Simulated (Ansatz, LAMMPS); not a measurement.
# Localised basis functions on liquid dimethoxyethane at 320 K (112 atoms)

Wanted: errors and times of a linear-scaling basis for liquid dimethoxyethane at 320 K (112 atoms). A setting counts as converged where the r.m.s. difference of forces stays under 1 % of the r.m.s. force.

Main program and level: Ansatz 0.2.0; Kohn-Sham DFT, PBE+D4, PAW (set soft_2), plane waves.

### 1. The starting structure

The cell holds 112 atoms: 28 C, 14 O and 70 H. Its edges and angles: a = 10.639 Å, b = 10.639 Å, c = 10.639 Å, α = 90.0°, β = 90.0°, γ = 90.0°. 7 dimethoxyethane placed at random, at 0.87 g/cm³; overlaps pushed apart, then 10 ps at 470 K with MMFF94 bonds, angles, torsions, charges and radii (Halgren, J. Comput. Chem. 17, 490 (1996)) in harmonic and 12-6 forms. Snapshot after 20 ps at 320 K and fixed volume.

Limits known from the start: The network of contacts between molecules at the start is that of the classical potential that made the cell, and needn't be the one that DFT or experiment would give. The density was typed from a rule of thumb and may lie off the real one at this temperature. Sampling is at Γ alone, for a cell whose shortest periodic width is 11 Å.

### 2. Making the structure

A classical potential supplies the starting structure, since it reaches far longer times than DFT.

This step: classical MD, MMFF94 bonds, angles, torsions, charges and radii (Halgren, J. Comput. Chem. 17, 490 (1996)) in harmonic and 12-6 forms (LAMMPS 22 Jul 2025 - Update 4).

File in.lmp:

```
# liquid dimethoxyethane
units real
atom_style full
boundary p p p
bond_style harmonic
angle_style harmonic
dihedral_style opls
improper_style harmonic
special_bonds lj 0 0 0.5 coul 0 0 0.75
read_data data.lmp
neigh_modify delay 0 every 1 check yes one 4000
comm_modify cutoff 12.0
timestep 0.5
thermo_style custom step time temp pe press density
thermo_modify norm yes
# push overlapping molecules apart
pair_style soft 2.6
pair_coeff * * 0.0
variable a equal ramp(1,60)
fix ad all adapt 1 pair soft a * * v_a
velocity all create 470 350590 mom yes dist gaussian
fix lim all nve/limit 0.03
fix lan all langevin 470 470 50 350591 zero yes
thermo 1000
run 3000 post no
unfix ad
pair_style lj/cut/coul/long 9.0
pair_modify mix arithmetic tail yes
pair_coeff 1 1 0.0678 3.3680   # C
pair_coeff 2 2 0.0763 3.0430   # O
pair_coeff 3 3 0.0216 2.5400   # H
kspace_style pppm 1.0e-4
thermo 100
minimize 1e-5 1e-3 300 3000
# [... 15 lines left out ...]
compute msd all msd com yes
thermo 5000
fix md all nvt temp 320 320 100
run 20000 post no
print "== T320: mean square displacement over the hold $(c_msd[4]:%.2f) A^2"
unfix md
uncompute msd
write_dump all custom T320.dump id type xs ys zs modify sort id
```

Launch:

```console
lmp -in in.lmp -log none -nocite
```

The log of the run:

```text
LAMMPS (22 Jul 2025 - Update 4)
Reading data file ...
  orthogonal box = (0 0 0) to (10.63864 10.63864 10.63864)
  112 atoms
  orthogonal box = (0 0 0) to (10.63864 10.63864 10.63864)
  105 bonds
  182 angles
  147 dihedrals
   Step          Time           Temp          PotEng         Press         Density
         0   0              470            0.73595647    -1247.3852      0.87000066
      1000   500            463.80797      2.0124419      12298.419      0.87000066
      2000   1000           437.64667      1.903591       20780.624      0.87000066
      3000   1500           478.79275      2.1044249      15392.801      0.87000066
Loop time of 0.215729 s on 1 MPI rank(s) for 3000 steps with 112 atoms
PPPM initialization ...
  G vector (1/distance) = 0.27364774
  grid = 5 5 5
  estimated relative force accuracy = 3.9241695e-05
   Step          Time           Temp          PotEng         Press         Density
[... 14 lines left out ...]
      2000   1000           476.60629      2.2819382      7335.2043      0.87000066
Loop time of 0.677515 s on 1 MPI rank(s) for 2000 steps with 112 atoms
   Step          Time           Temp          PotEng         Press         Density
      2000   1000           476.60629      2.2819382      7335.2043      0.87000066
[... 5 lines left out ...]
Loop time of 3.72132 s on 1 MPI rank(s) for 10000 steps with 112 atoms
   Step          Time           Temp          PotEng         Press         Density
[... 4 lines left out ...]
Loop time of 1.87665 s on 1 MPI rank(s) for 5000 steps with 112 atoms
   Step          Time           Temp          PotEng         Press         Density
[... 2 lines left out ...]
     25000   24000          308.95727      1.7993777     -3733.8027      0.87000066
     30000   29000          298.52813      1.816487      -9912.5108      0.87000066
     35000   34000          356.92452      1.7611692      9685.5287      0.87000066
     37000   36000          291.09181      1.9015597     -11392.721      0.87000066
Loop time of 7.15361 s on 1 MPI rank(s) for 20000 steps with 112 atoms
== T320: mean square displacement over the hold 20.80 A^2
```

Run time: 14 s. Hardware: 1 thread of Arm Neoverse V2, shared host; peak memory 0.12 GiB.

The input also reads data.lmp (atoms, bonds and types; not printed here).

### 3. Plane-wave single point

The first run fixes the reference, at a cutoff of 420 eV.

File input.yaml:

```yaml
crystal:
  lattice:
    - [10.63864, 0.0, 0.0]
    - [0.0, 10.63864, 0.0]
    - [0.0, 0.0, 10.63864]
  atoms:
    - { symbol: C, position: [0.53866, 0.57631, 0.90704] }
    - { symbol: O, position: [0.58055, 0.61833, 0.7866] }
    - { symbol: C, position: [0.67803, 0.53955, 0.73102] }
    - { symbol: C, position: [0.80435, 0.54656, 0.80042] }
    - { symbol: O, position: [0.8933, 0.48286, 0.72457] }
    - { symbol: C, position: [0.86791, 0.354, 0.71346] }
    - { symbol: H, position: [0.4872, 0.48725, 0.89156] }
    - { symbol: H, position: [0.46464, 0.64141, 0.93816] }
    - { symbol: H, position: [0.61666, 0.56898, 0.9753] }
    - { symbol: H, position: [0.69062, 0.56731, 0.63065] }
    - { symbol: H, position: [0.63193, 0.44757, 0.73124] }
    - { symbol: H, position: [0.80467, 0.52328, 0.90377] }
    - { symbol: H, position: [0.84527, 0.64016, 0.81457] }
    - { symbol: H, position: [0.82556, 0.32189, 0.79805] }
    - { symbol: H, position: [0.81251, 0.33202, 0.63063] }
    - { symbol: H, position: [0.95765, 0.30716, 0.70709] }
    - { symbol: C, position: [0.66811, 0.63722, 0.20208] }
    - { symbol: O, position: [0.67871, 0.75842, 0.15553] }
    - { symbol: C, position: [0.80468, 0.77058, 0.11556] }
    - { symbol: C, position: [0.8053, 0.89365, 0.048] }
    - { symbol: O, position: [0.92912, 0.94774, 0.01798] }
    - { symbol: C, position: [0.91421, 0.06647, 0.9545] }
    - { symbol: H, position: [0.73352, 0.5678, 0.16831] }
    - { symbol: H, position: [0.57426, 0.59076, 0.18691] }
    - { symbol: H, position: [0.67204, 0.64524, 0.3018] }
    - { symbol: H, position: [0.8389, 0.69046, 0.04636] }
    - { symbol: H, position: [0.8599, 0.78596, 0.19968] }
    - { symbol: H, position: [0.75751, 0.96163, 0.11089] }
    - { symbol: H, position: [0.75076, 0.88929, 0.96033] }
    - { symbol: H, position: [0.00645, 0.08893, 0.9107] }
    - { symbol: H, position: [0.83824, 0.05484, 0.88754] }
    - { symbol: H, position: [0.8922, 0.13113, 0.03266] }
    - { symbol: C, position: [0.58169, 0.16117, 0.80424] }
    - { symbol: O, position: [0.57045, 0.24734, 0.90863] }
    - { symbol: C, position: [0.45351, 0.23118, 0.98166] }
    - { symbol: C, position: [0.43756, 0.10588, 0.04656] }
    - { symbol: O, position: [0.31547, 0.09821, 0.10894] }
    - { symbol: C, position: [0.2268, 0.04413, 0.03379] }
    - { symbol: H, position: [0.65995, 0.18314, 0.73547] }
    - { symbol: H, position: [0.50043, 0.16665, 0.73842] }
    - { symbol: H, position: [0.60006, 0.06712, 0.83818] }
    - { symbol: H, position: [0.3714, 0.23842, 0.91683] }
    - { symbol: H, position: [0.46491, 0.31025, 0.04763] }
    - { symbol: H, position: [0.51386, 0.09615, 0.12004] }
    - { symbol: H, position: [0.43866, 0.03449, 0.97785] }
    - { symbol: H, position: [0.19958, 0.11278, 0.96023] }
    - { symbol: H, position: [0.25786, 0.95479, 0.99601] }
    - { symbol: H, position: [0.14675, 0.0256, 0.10754] }
    - { symbol: C, position: [0.74799, 0.91395, 0.63285] }
    - { symbol: O, position: [0.85913, 0.9673, 0.58616] }
    - { symbol: C, position: [0.92324, 0.90201, 0.48402] }
    - { symbol: C, position: [0.96901, 0.77243, 0.53284] }
    - { symbol: O, position: [0.08962, 0.73403, 0.47272] }
    - { symbol: C, position: [0.11703, 0.61459, 0.52543] }
    - { symbol: H, position: [0.70559, 0.97381, 0.70271] }
    - { symbol: H, position: [0.7733, 0.83249, 0.69305] }
    - { symbol: H, position: [0.67451, 0.8881, 0.56157] }
    - { symbol: H, position: [0.00988, 0.95407, 0.45909] }
    - { symbol: H, position: [0.86377, 0.89967, 0.40064] }
    - { symbol: H, position: [0.89485, 0.69472, 0.52399] }
    - { symbol: H, position: [0.99219, 0.77428, 0.63144] }
    - { symbol: H, position: [0.19517, 0.58811, 0.4742] }
    - { symbol: H, position: [0.13884, 0.62193, 0.6306] }
    - { symbol: H, position: [0.04792, 0.54404, 0.49897] }
    - { symbol: C, position: [0.11135, 0.31523, 0.25749] }
    - { symbol: O, position: [0.9782, 0.34254, 0.2241] }
    - { symbol: C, position: [0.91068, 0.32622, 0.3362] }
    - { symbol: C, position: [0.77358, 0.28058, 0.30438] }
    - { symbol: O, position: [0.7006, 0.29945, 0.41278] }
    - { symbol: C, position: [0.56847, 0.28814, 0.38987] }
    - { symbol: H, position: [0.12296, 0.21716, 0.27909] }
    - { symbol: H, position: [0.14018, 0.38, 0.3335] }
    - { symbol: H, position: [0.17528, 0.33147, 0.17687] }
    - { symbol: H, position: [0.91369, 0.40703, 0.39694] }
    - { symbol: H, position: [0.94828, 0.24153, 0.38567] }
    - { symbol: H, position: [0.77382, 0.18064, 0.28476] }
    - { symbol: H, position: [0.73254, 0.32841, 0.22731] }
    - { symbol: H, position: [0.519, 0.28061, 0.48484] }
    [... 28 atom lines left out ...]
    - { symbol: H, position: [0.32026, 0.92459, 0.56377] }
    - { symbol: H, position: [0.15535, 0.09493, 0.72422] }
    - { symbol: H, position: [0.10834, 0.08867, 0.56517] }
    - { symbol: H, position: [0.23079, 0.30038, 0.69276] }
    - { symbol: H, position: [0.33682, 0.34198, 0.56862] }
    - { symbol: H, position: [0.17656, 0.30664, 0.53959] }
kpoints:
  mp_grid: { grid: [1, 1, 1] }
hamiltonian:
  xc: pbe
  dispersion: d4
scf:
  occupations: { method: fixed }
output:
  forces: true
  stress: true
  populations: true
  dos:
    method: { smearing: { sigma: 0.08 } }
    de: 0.1
    projected: { site_lists: { C: [C], H: [H], O: [O] } }
  eigenvalues: true
  write_density: true
  write_potential: true
  volumetric_format: npy
```

Launch:

```console
ansatz run input.yaml --threads 4 --pin off --max-ram 8192MiB --backend cpu --events-out ev --progress --plain --runs-dir out
```

The log of the run:

```text
Engine: ansatz 0.2.0, aarch64-unknown-linux-gnu
Pseudopotentials: kind: paw
Pseudopotential: C, paw, valence charge 4, recommended cutoff 420 eV (normal), C.paw.azcp
Pseudopotential: O, paw, valence charge 6, recommended cutoff 420 eV (normal), O.paw.azcp
Pseudopotential: H, paw, valence charge 1, recommended cutoff 420 eV (normal), H.paw.azcp
Functional definition: PBE
  parameter kappa = 0.804
  parameter beta = 0.066725
  exchange = pbe_x(kappa = kappa, mu = beta*pi^2/3)
  correlation = pbe_c(beta = beta)
Crystal: 112 atoms, lattice volume = 1204.088 Å³
Basis set: ecut = 420 eV, 23583 PW (Γ), exchange–correlation on 144×144×144 points (8 copies of the dense FFT grid, shifted against one another)
Bands: 245, of which v1, the nominal top of the filled ones, is band 133 counted from 1 (132 counted from 0)
Symmetry: 1 space group operations
Space group: P1 (ITA 1), of the structure as read, at distance tolerance 1.1e-4 Å
k-points: 1
Non-local potential: C, projectors of the file, l = 0: 2, l = 1: 2, l = 2: 1
Non-local potential: O, projectors of the file, l = 0: 2, l = 1: 2, l = 2: 1
Non-local potential: H, projectors of the file, l = 0: 2, l = 1: 1
PAW form: soft (Blöchl's): semilocal exchange-correlation on the pseudo side does not see the compensation charge
PAW one-centre angular grid: C, 110 points (default); XC on 64 Gauss nodes
PAW one-centre angular grid: O, 110 points (default); XC on 64 Gauss nodes
PAW one-centre angular grid: H, 110 points (default); XC on 64 Gauss nodes
Initial density: superposition of atomic densities (neutral atoms: chi_scale 0, normalization atom), corrected by the library's trained network
Initial wavefunctions: pseudopotential atomic-orbital guess
Functional: x = pbe(κ = 0.804, μ = 0.219515), c = pbe(β = 0.066725)
SCF iter   1: F=—  HF=-16080.033482 eV  |F-HF|=—  |Δ(HF+E_count)|=         —  Δρ=5.44e-3  dr2=3.75e-1  ethr=1.77e-3  ⟨swp⟩=5.0  Hψ=843  notcnv=0  defer=110
preconditioner: auto → Resta (q_TF=auto, 2.121 Å⁻¹)  ε∞=2.3  [insulator: Δε(μ)=4.555 eV  Ē_g=14.474 eV  n_scr=178 (ndim 8)  ℏωp=16.5 eV  f_vac=0.275  ε∞_Penn≈2.3]
SCF iter   2: F=—  HF=-16079.988282 eV  |F-HF|=—  |Δ(HF+E_count)|=   4.52e-2  Δρ=2.91e-3  dr2=7.41e-2  ethr=1.41e-4  ⟨swp⟩=3.0  Hψ=417  notcnv=0  defer=110
SCF iter   3: F=—  HF=-16079.997728 eV  |F-HF|=—  |Δ(HF+E_count)|=   9.45e-3  Δρ=1.15e-3  dr2=1.99e-2  ethr=2.78e-5  ⟨swp⟩=3.0  Hψ=272  notcnv=0  defer=110
SCF iter   4: F=—  HF=-16080.002320 eV  |F-HF|=—  |Δ(HF+E_count)|=   4.59e-3  Δρ=2.97e-4  dr2=1.60e-3  ethr=7.50e-6  ⟨swp⟩=3.0  Hψ=231  notcnv=0  defer=110
SCF iter   5: F=—  HF=-16080.002630 eV  |F-HF|=—  |Δ(HF+E_count)|=   3.10e-4  Δρ=1.33e-4  dr2=2.39e-4  ethr=6.00e-7  ⟨swp⟩=2.0  Hψ=265  notcnv=0  defer=110
SCF iter   6: F=—  HF=-16080.002593 eV  |F-HF|=—  |Δ(HF+E_count)|=   3.71e-5  Δρ=6.76e-5  dr2=4.53e-5  ethr=8.98e-8  ⟨swp⟩=2.0  Hψ=274  notcnv=0  defer=110
SCF iter   7: F=—  HF=-16080.003465 eV  |F-HF|=—  |Δ(HF+E_count)|=   8.73e-4  Δρ=2.12e-5  dr2=4.59e-6  ethr=1.70e-8  ⟨swp⟩=2.0  Hψ=378  notcnv=0  defer=109
SCF iter   8: F=—  HF=-16080.003465 eV  |F-HF|=—  |Δ(HF+E_count)|=   8.16e-8  Δρ=4.87e-6  dr2=3.09e-7  ethr=1.73e-9  ⟨swp⟩=2.0  Hψ=272  notcnv=0  defer=109
SCF iter   9: F=-16080.003465 eV  HF=-16080.003465 eV  |F-HF|=1.98e-8  |Δ(HF+E_count)|=   7.03e-8  Δρ=2.20e-6  dr2=5.51e-8  ethr=3.76e-11  ⟨swp⟩=20.0  Hψ=2160  notcnv=0
SCF 1 converged in 9 iterations: F = -16080.003465 eV  dr2 = 5.51e-8
  greatest PAW one-centre occupation: 0.864 electrons in one spin orbital (limit 2), on the O atom at site 17 (counted from 0), in its partial waves of l = 0
WARN: The input density's exchange-correlation potential varies sharply where the density is thin. Do not read a vacuum level from v_tot or v_xc, or from such a field of the output density. On a cell that repeats whose density bears no net charge and no dipole along the vacuum's axis use v_es (v_loc + v_h of the components); [...]
SCF converged after 9 iterations
Free energy (F): -16080.003465 eV
Harris-Foulkes:  -16080.003465 eV  (|F-HF|=1.98e-8)
Internal energy: -16080.003465 eV  (E = F + TS)
E sigma→0 (E₀):  -16080.003465 eV
Fermi energy:    -1.216975 eV
--- Per-component energies (eV) ---
  E_band       = -2255.001367
  E_kinetic    = 5969.630498
  E_local      = -20455.621968  (includes V_loc(G=0)·N_el)
  E_nonlocal   = 1548.652752
  E_hartree    = 7602.837912
  E_xc         = -3000.068265
  E_vxc        = -3783.815980  (∫ρ·V_xc dr)
  E_paw        = -5034.204517  (= ΣΔE_a)
  E_vpaw       = -739.461384  (= ΣTr[D̂ρ^β])
  E_aug_tail   = -0.062673  (compensation charges beyond the density's cutoff)
  E_ewald      = -2707.091706
  E_disp       = -4.075499  (pairwise vdW)
  E_smearing   = -0.000000  (= −TS)
  E_closure    = -0.000000  (closes the sum)
  Σ components = -16080.003465   (vs F -16080.003465, Δ=0.00e0)
--- Forces (eV/Å), atoms counted from 1 ---
  atom   1  C     -0.43446300    -0.30107965    -0.79294114
  atom   2  O      0.70935069     0.72524036    -0.34716987
  atom   3  C     -1.24278646     0.90708672     0.86171104
  atom   4  C      0.17406584     0.37774295     0.10107964
  atom   5  O      0.39634946     0.65955120     0.41579778
  atom   6  C      0.64405380    -0.09606651    -0.32316833
  atom   7  H      0.42742108    -0.28125789     0.44104333
  atom   8  H      0.41261981     0.22884378     0.11624477
  atom   9  H     -0.44590121    -0.10879209    -0.09861470
  atom  10  H     -0.06891272     0.15052600     0.61175384
  atom  11  H      0.66578899    -0.64690881    -0.01234094
  atom  12  H     -0.30645927    -1.10405043    -0.70079110
  atom  13  H     -0.44149404     0.63344282    -0.84524478
  atom  14  H     -0.79301179    -0.66107790     0.94040553
[...]
atom 111  H     -0.83578447    -0.77852727     0.49334153
  atom 112  H     -0.74746828    -0.10524420    -0.52333144
  max |Σ_I F_I| component: 1.06e-4 eV/Å
--- Stress (GPa, compression-positive) ---
       -0.952770      -0.821447       0.648050
       -0.821446       1.676044      -0.516097
        0.648050      -0.516096      -0.758881
  P = ⅓ Tr σ = -0.0119 GPa (-0.119 kbar)
--- Band table (eV) ---
  k-point 0: bands = ["-22.3410", "-21.9268", "-21.8475", "-21.8032", [... 229 levels ...], "10.0138", "10.0445", "10.1283", "10.1461", "10.1642", "10.2344", "10.2510", "10.2911", "10.3487", "10.4650", "10.5118", "10.5197"]
--- Löwdin populations: 112 sites ---
  site symbol       q [e]
     0      C      4.2069
     1      O      6.3595
     2      C      4.0677
[...]
111      H      0.8240
  spilling = 0.014112 (of n_electrons = 266.000000)
```

Elapsed: 11 s, on 4 threads of Arm Neoverse V2, shared host; peak memory 1.2 GiB.

In the SCF lines HF is the Harris–Foulkes energy and dr2 the Hartree energy of the density residual, in eV; the loop may stop once dr2 is under the threshold and the program's other checks hold. Hψ counts applications of the Hamiltonian.

The program notes that the exchange-correlation potential is rough where the density is thin.

Numbers from this run:

```yaml
free_energy: -16080.0035 eV
free_energy_per_atom: -143.5715 eV/atom
scf_cycles: 9
pressure: -0.01187 GPa
r_m_s_force_component: 0.8585 eV/Å
longest_force: 3.326 eV/Å
fermi_energy: -1.217 eV
spacing_of_highest_filled_and_lowest_empty_level: 4.453 eV
spilling_of_the_projection: 0.01411
```

The r.m.s. force component of 0.86 eV/Å and the pressure of -0.012 GPa set the scale for the differences below.

(Part 1 of 4 ends here.)

[Long decimals in the printed logs are rounded to 6 places.]

[Logs are printed without paths, hosts, clocks, repeated set-up lines and the standing remarks that a program may print on its own settings, such as how far it seeks lower states.]

[Hosts, paths, dates, database ids (printed as entryN), source tags and the programs' standing remarks are cut or masked in the printed files.]

[The MMFF94 radii named for the starting cell were scaled by 0.96; in molecules described by MMFF94, hydrogen bound to N, O or S took a small fixed 12-6 site in their place.]
